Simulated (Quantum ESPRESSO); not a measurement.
# Collinear magnetic orders of MnF2 with Quantum ESPRESSO

Wanted: the moments of MnF2 and the energy of each order that was tried.

Method: LDA; plane waves with GBRV 1.5 LDA potentials, no spin-orbit coupling, in Quantum ESPRESSO 7.5.

This is a report of a sequence of runs, with most program output left out.

## Step 1: The starting structure

The structure is tetragonal, space group P4_2/mnm (No. 136). Conventional cell: a = 4.874 Å, b = 4.874 Å, c = 3.311 Å, α = 90.00°, β = 90.00°, γ = 90.00°. Mn has 6 F at 2.10 to 2.13 Å nearest. Nearest to F lie 3 Mn at 2.10 to 2.13 Å. Farther neighbours and most contacts between anions are not listed.

The cell comes from the Crystallography Open Database.

## Step 2: Run 1, typed as ferro ++

The signs are those of the starting moments on the seeded atoms, the atoms that are given a moment.

Contents of pw.in:

```
&CONTROL
  calculation = 'scf'
  prefix = 'pwscf'
  outdir = './tmp'
  pseudo_dir = './pseudo'
  disk_io = 'nowf'
/
&SYSTEM
  ibrav = 0
  nat = 6
  ntyp = 2
  ecutwfc = 40
  ecutrho = 280
  nbnd = 44
  occupations = 'smearing'
  smearing = 'fd'
  degauss = 0.00367493
  nspin = 2
  starting_magnetization(1) = 0.3
  starting_magnetization(2) = 0
/
&ELECTRONS
  conv_thr = 1.2d-08
  electron_maxstep = 150
  mixing_beta = 0.3
/
ATOMIC_SPECIES
Mn     54.9380 mn_lda_v1.5.uspp.F.UPF
F      18.9984 f_lda_v1.4.uspp.F.UPF
CELL_PARAMETERS angstrom
   4.8738000000    0.0000000000    0.0000000000
   0.0000000000    4.8738000000    0.0000000000
   0.0000000000    0.0000000000    3.3107000000
ATOMIC_POSITIONS crystal
Mn      0.0000000000    0.0000000000    0.0000000000
Mn      0.5000000000    0.5000000000    0.5000000000
F       0.3053000000    0.3053000000    0.0000000000
F       0.1947000000    0.8053000000    0.5000000000
F       0.6947000000    0.6947000000    0.0000000000
F       0.8053000000    0.1947000000    0.5000000000
K_POINTS automatic
6 6 6 0 0 0
```

Launch:

```console
$ OMP_NUM_THREADS=1 mpirun -n 4 pw.x -nk 4 -in pw.in > pw.out
```

Wall time 28 s (4 MPI ranks of Arm Neoverse V2, shared host); peak memory 0.53 GiB; 1.9 min of CPU time.

Spin moment in the atom's sphere by atom:

```csv
atom,spin moment in the atom's sphere (μB)
Mn1,4.16
Mn2,4.16
F3,0.11
F4,0.11
F5,0.11
F6,0.11
```

Numbers from this step:

```
smearing term TS       : 3.10e-6 eV
magnetization          : 10 μB
absolute magnetization : 10 μB
final state            : ferromagnetic
```

## Step 3: Run 2 (antiferro +−)

pw.in, as its differences from that of step 2:

```diff
@@ -10,6 +10,6 @@
   nat = 6
-  ntyp = 2
+  ntyp = 3
   ecutwfc = 40
   ecutrho = 280
-  nbnd = 44
+  nbnd = 39
   occupations = 'smearing'
@@ -19,3 +19,4 @@
   starting_magnetization(1) = 0.3
-  starting_magnetization(2) = 0
+  starting_magnetization(2) = -0.3
+  starting_magnetization(3) = 0
 /
@@ -27,3 +28,4 @@
 ATOMIC_SPECIES
-Mn     54.9380 mn_lda_v1.5.uspp.F.UPF
+Mn1    54.9380 mn_lda_v1.5.uspp.F.UPF
+Mn2    54.9380 mn_lda_v1.5.uspp.F.UPF
 F      18.9984 f_lda_v1.4.uspp.F.UPF
@@ -34,4 +36,4 @@
 ATOMIC_POSITIONS crystal
-Mn      0.0000000000    0.0000000000    0.0000000000
-Mn      0.5000000000    0.5000000000    0.5000000000
+Mn1     0.0000000000    0.0000000000    0.0000000000
+Mn2     0.5000000000    0.5000000000    0.5000000000
 F       0.3053000000    0.3053000000    0.0000000000
```

It took 35 s on 4 MPI ranks; peak memory 0.55 GiB.

Spin moment in the atom's sphere by atom:

```
atom  spin moment in the atom's sphere (μB)
 Mn1                                   4.11
 Mn2                                  -4.11
  F3                                  -0.03
  F4                                   0.03
  F5                                  -0.03
  F6                                   0.03
```

Read from the output:

```yaml
smearing_term_ts: 2.87e-9 eV
magnetization: 0 μB
absolute_magnetization: 9.522 μB
final_state: antiferromagnetic
```

## Step 4: Start 3: no spin polarisation

pw.in, as its differences from that of step 3:

```diff
@@ -10,3 +10,3 @@
   nat = 6
-  ntyp = 3
+  ntyp = 2
   ecutwfc = 40
@@ -17,6 +17,2 @@
   degauss = 0.00367493
-  nspin = 2
-  starting_magnetization(1) = 0.3
-  starting_magnetization(2) = -0.3
-  starting_magnetization(3) = 0
 /
@@ -28,4 +24,3 @@
 ATOMIC_SPECIES
-Mn1    54.9380 mn_lda_v1.5.uspp.F.UPF
-Mn2    54.9380 mn_lda_v1.5.uspp.F.UPF
+Mn     54.9380 mn_lda_v1.5.uspp.F.UPF
 F      18.9984 f_lda_v1.4.uspp.F.UPF
@@ -36,4 +31,4 @@
 ATOMIC_POSITIONS crystal
-Mn1     0.0000000000    0.0000000000    0.0000000000
-Mn2     0.5000000000    0.5000000000    0.5000000000
+Mn      0.0000000000    0.0000000000    0.0000000000
+Mn      0.5000000000    0.5000000000    0.5000000000
 F       0.3053000000    0.3053000000    0.0000000000
```

The job ended after 12 s (4 MPI ranks; peak memory 0.42 GiB; 49 s of CPU time).

Read from the output:

```
smearing term TS : 0.1470 eV
final state      : non-magnetic (no spin polarisation)
```

## Step 5: The states side by side

An order is kept where moments of 0.15 μB or more survive with the typed signs; meshes match where a doubled cell samples the same k points as the first cell.

Orders:

| start | final state | typed order kept | energy over the lowest (meV a seeded atom) | largest site moment (μB) | net moment (μB a cell of the first run) | mesh matched | CPU time (s) |
| --- | --- | --- | --- | --- | --- | --- | --- |
| ferro ++ | ferromagnetic | yes | 67.98 | 4.163 | 10 | yes | 113.4 |
| antiferro +- | antiferromagnetic | yes | 0 | 4.113 | 0 | yes | 138.4 |
| no spin polarisation | non-magnetic | - | 2728 | 0 | 0 | yes | 49.36 |

## Step 6: What came out

* lowest state found: antiferromagnetic (from antiferro +-)
* largest site moment: 4.11 μB
* next state with moments: ferromagnetic, 68.0 meV a seeded atom higher
* state without moments: 2728 meV a seeded atom higher

What this shows: Forming the moments gains more than four times the spread of the orders, as local moments do. This is the lowest of 3 collinear or spinless starts, no proof of the ground state. No Hubbard term acts here. In such compounds local and semilocal functionals without one often delocalise the d electrons, and can shrink or lose moments and miss the size, sign and order of the couplings.

[Logs and program files are shortened in this print: banners, set-up blocks, solver, clock and traceback lines can be left out without a mark of their own.]

[Logs are printed without paths, hosts, clocks, repeated set-up lines and the standing remarks that a program may print on its own settings, such as how far it seeks lower states.]

[Hosts, paths, dates, database ids (printed as entryN), source tags and the programs' standing remarks are cut or masked in the printed files.]

[Where a cell is said to come from a database of computed structures, the database is the Materials Project.]
